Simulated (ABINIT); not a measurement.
**In2O3 (R-3c): a self-consistent loop beyond G0W0, cycle by cycle**

Wanted: G0W0 and self-consistent gaps of In2O3 (R-3c), with the cost of the cycles.

Calculated with ABINIT 10.8.3; LDA and many-body steps on it, plane waves.

**What was measured.**

- Gap 3.08 eV: optical gap from linear extrapolation of the absorption edge; UV-visible absorption, Tauc-type extrapolation; powder (hydrothermally grown microspheres, annealed at 400 C) (“Fabrication and performance enhancement of an In2O3/BiVO4 heterojunction for N-butanol gas sensing applications”, 2024, pmc:11650617).

Most raw output is cut from this account.

### Step 1. Starting point

Symmetry: R-3c, No. 167, trigonal system. The conventional cell has a = 5.487 Å, b = 5.487 Å, c = 14.510 Å, α = 90.00°, β = 90.00°, γ = 120.00°. In has 6 O at 2.12 to 2.26 Å nearest. O has 4 In at 2.12 to 2.26 Å nearest. Farther neighbours and most contacts between anions are not listed.

The cell and positions come from the Crystallography Open Database and are kept as given unless a step says otherwise. This is not the form that In2O3 usually takes at ambient conditions.

### Step 2. Empty states on the mesh, 4×4×4 mesh, 140 bands

This step: ABINIT 10.8.3; DFT, LDA, plane waves, norm-conserving pseudopotentials.

The sums over transitions need many empty states on a uniform mesh; this step solves for them.

run.abi reads:

```
acell 3*1.0 Angstrom
rprim 
  2.743499999981 1.583960463511 4.836666666700
  -2.743499999981 1.583960463511 4.836666666700
  -0.000000000000 -3.167920927022 4.836666666700
ntypat 2
znucl 49 8
natom 10
typat 1 1 1 1 2 2 2 2 2 2
xred 
  0.357310000000 0.357310000000 0.357310000000
  0.142690000000 0.142690000000 0.142690000000
  0.642690000000 0.642690000000 0.642690000000
  0.857310000000 0.857310000000 0.857310000000
  0.548000000000 0.952000000000 0.250000000000
  0.250000000000 0.548000000000 0.952000000000
  0.952000000000 0.250000000000 0.548000000000
  0.452000000000 0.048000000000 0.750000000000
  0.750000000000 0.452000000000 0.048000000000
  0.048000000000 0.750000000000 0.452000000000
pp_dirpath "pseudos"
pseudos "In.upf, O.upf"
ecut 42
ngkpt 4 4 4
nshiftk 1
shiftk 0 0 0
kptopt 1
chksymbreak 0
iscf -2
irdden 1
istwfk *1
nband 140
nbdbuf 12
tolwfr 1e-09
nstep 60
prtvol 0
indata_prefix "in"
outdata_prefix "out"
tmpdata_prefix "tmp"
```

On the command line:

```
> OMP_NUM_THREADS=1 mpirun -n 4 abinit run.abi > log
```

Elapsed: 2.9 min, on 4 MPI ranks of Arm Neoverse V2, shared host; peak memory 0.72 GiB.

This step gave:

| Property | Result |
| --- | --- |
| gap | 1.199 eV |
| k of the valence top | 0.25, 0, 0 |
| k of the conduction bottom | 0, 0, 0 |
| least direct gap | 1.246 eV |
| k points computed | 13 |
| lowest point of the top converged band, above the valence top | 33.36 eV |

On this mesh the gap is 1.199 eV.

The density comes from a self-consistent run that is not shown.

### Step 3. Screening, 4×4×4 mesh, 128 bands, screening to 89.8 eV

The RPA dielectric matrix is built and inverted for each q.

This step: RPA screening on LDA, plane waves, norm-conserving pseudopotentials.

Edit run.abi of step 2 so:

```diff
@@ -28,10 +28,11 @@
 chksymbreak 0
-iscf -2
-irdden 1
 istwfk *1
-nband 140
-nbdbuf 12
-tolwfr 1e-09
-nstep 60
-prtvol 0
+occopt 1
+irdwfk 1
+optdriver 3
+nband 128
+ecuteps 3.3
+inclvkb 2
+awtr 1
+symchi 1
 indata_prefix "in"
```

The job ended after 17 min (4 MPI ranks; peak memory 8.2 GiB; 68 min of CPU time).

This step gave:

```yaml
eps_infinity_with_local_fields_on_this_mesh_along_the_program_s_q_direction: 5.056
the_same_without_local_fields: 5.240
plasma_frequency: 36.22 eV
plane_waves_in_the_screening_matrix: 259
```

Local fields lower ε∞ by 4 %.

### Step 4. G0W0

The self-energy is evaluated for the states that the input lists, and the levels follow from it, in one-shot runs by the linearised quasiparticle equation.

This step: G0W0 on LDA, plane waves, norm-conserving pseudopotentials.

Edit run.abi of step 3 so:

```diff
@@ -31,8 +31,17 @@
 irdwfk 1
-optdriver 3
+optdriver 4
 nband 128
+gwcalctyp 0
+ecutsigx 42
+symsigma 1
+nkptgw 2
+kptgw 
+  0.2500000000 0.0000000000 0.0000000000
+  0.0000000000 0.0000000000 0.0000000000
+bdgw 
+  59 62
+  59 62
 ecuteps 3.3
-inclvkb 2
-awtr 1
-symchi 1
+irdscr 1
+ppmodel 1
 indata_prefix "in"
```

The job ended after 40 s (4 MPI ranks; peak memory 4.4 GiB; 2.7 min of CPU time).

This step gave:

```yaml
g0w0_gap_on_the_points_computed: 2.668 eV
starting_gap_on_the_mesh: 1.199 eV
k_of_the_valence_top: 0.25, 0, 0
k_of_the_conduction_bottom: 0, 0, 0
z_at_the_valence_top: 0.781
z_at_the_conduction_bottom: 0.841
least_direct_g0w0_gap_on_the_computed_points: 2.700 eV
```

The gap on the mesh goes from 1.20 eV to 2.67 eV, a correction of +1.47 eV.

### Step 5. evGW0, cycle 1

This step: evGW0 on LDA, plane waves, norm-conserving pseudopotentials.

Edit run.abi of step 4 so:

```diff
@@ -33,12 +33,34 @@
 nband 128
-gwcalctyp 0
+gwcalctyp 10
 ecutsigx 42
 symsigma 1
-nkptgw 2
+nkptgw 13
 kptgw 
+  0.0000000000 0.0000000000 0.0000000000
   0.2500000000 0.0000000000 0.0000000000
-  0.0000000000 0.0000000000 0.0000000000
+  0.5000000000 0.0000000000 0.0000000000
+  0.2500000000 0.2500000000 0.0000000000
+  0.5000000000 0.2500000000 0.0000000000
+  -0.2500000000 0.2500000000 0.0000000000
+  0.5000000000 0.5000000000 0.0000000000
+  0.2500000000 0.2500000000 0.2500000000
+  0.5000000000 0.2500000000 0.2500000000
+  -0.2500000000 0.2500000000 0.2500000000
+  0.5000000000 0.5000000000 0.2500000000
+  -0.2500000000 0.5000000000 0.2500000000
+  0.5000000000 0.5000000000 0.5000000000
 bdgw 
-  59 62
-  59 62
+  43 70
+  43 70
+  43 70
+  43 70
+  43 70
+  43 70
+  43 70
+  43 70
+  43 70
+  43 70
+  43 70
+  43 70
+  43 70
 ecuteps 3.3
```

It took 34 min on 4 MPI ranks; peak memory 9.7 GiB; 2.2 h of CPU time.

Numbers from this step:

```
quasiparticle gap on the mesh                         : 2.958 eV
gap of the density functional on the mesh             : 1.199 eV
k of the valence top                                  : 0.25, 0, 0
k of the conduction bottom                            : 0, 0, 0
Z at the valence top                                  : 0.781
Z at the conduction bottom                            : 0.841
least direct quasiparticle gap on the computed points : 2.984 eV
```

Against G0W0 in ABINIT (4×4×4 mesh, 128 bands, screening to 89.8 eV, Godby-Needs plasmon pole), the gap moves by +0.290 eV. This first cycle still uses the starting levels; it takes the full correction, at all points of the mesh, and its linearised value is 2.668 eV.

### Step 6. evGW0, cycle 2

The corrected levels of the last cycle go back in.

Edit run.abi of step 5 so:

```diff
@@ -68,2 +68,3 @@
 ppmodel 1
+irdqps 1
 indata_prefix "in"
```

Wall time 33 min (4 MPI ranks); peak memory 9.7 GiB.

Numbers from this step:

```
quasiparticle gap on the mesh                         : 2.853 eV
gap of the density functional on the mesh             : 1.199 eV
k of the valence top                                  : 0.25, 0, 0
k of the conduction bottom                            : 0, 0, 0
least direct quasiparticle gap on the computed points : 2.881 eV
```

Against the cycle before, the gap moves by −0.105 eV.

### Step 7. The runs together

Times are wall times on 4 MPI ranks of Arm Neoverse V2, shared host, good to a factor of about two. A run's time includes the screening step that it read.

```tsv
run	mesh	bands	screening cutoff (eV)	DFT gap (eV)	gap on the mesh (eV)	direct (eV)	ε∞ used	time
G0W0	4×4×4	128	89.8	1.199	2.668	2.700	5.06	18 min
evGW0, cycle 1	4×4×4	128	89.8	1.199	2.958	2.984	5.06	51 min
evGW0, cycle 2	4×4×4	128	89.8	1.199	2.853	2.881	5.06	50 min
```

### Step 8. Results

```
G0W0           : 2.668 eV
evGW0, cycle 1 : 2.958 eV
evGW0, cycle 2 : 2.853 eV
known limits   : not at the basis limit; no spin-orbit coupling
```

Only the bands that the input lists are updated; the others, empty or deep, keep the functional's energies or take a rigid shift. evGW0 ends at 2.85 eV, +0.19 eV from G0W0, after 2 cycles that took 67 min beside the first screening; the last moved the gap by 0.105 eV, so the loop had not settled. The first cycle of evGW0 takes the full correction, without the factor Z, so it overshoots the one-shot value. Against experiment, by evGW0, cycle 2: the gap of 2.85 eV lies −0.23 eV from the measured 3.08 eV (optical, 2024). An exciton line or allowed optical edge lies below the quasiparticle gap by the binding energy; a forbidden edge can push the onset above it. These are gaps on the mesh, at modest bands and cutoff. The calculation has static nuclei and no excitons; a measured gap holds zero-point and thermal motion, which mostly lowers it. Bands and cutoff are finite, so the gap is not at the basis limit. The miss can reach some tenths of an eV and take either sign; the mesh is an error of its own. The many-body steps are scalar-relativistic: spin-orbit coupling is not in them.

[Paths, hosts, dates, memory and timing lines, banners, echoed tables and standing remarks are left out of the program output.]

[Logs are printed without paths, hosts, clocks, repeated set-up lines and the standing remarks that a program may print on its own settings, such as how far it seeks lower states.]

[Runs of the session that timed out or met a known fault of the program may be left out.]

[Hosts, paths, dates, database ids (printed as entryN), source tags and the programs' standing remarks are cut or masked in the printed files.]

[G0W0 gaps are taken among the corrected bands and points alone; a level outside them can change the order at an edge.]

[Where Ansatz stands beside ABINIT at settings called matched, ABINIT's density can come from a denser mesh and the files from another edition; pairs whose starting gaps differed by over 0.03 eV were left out, so agreement reads better than it is.]
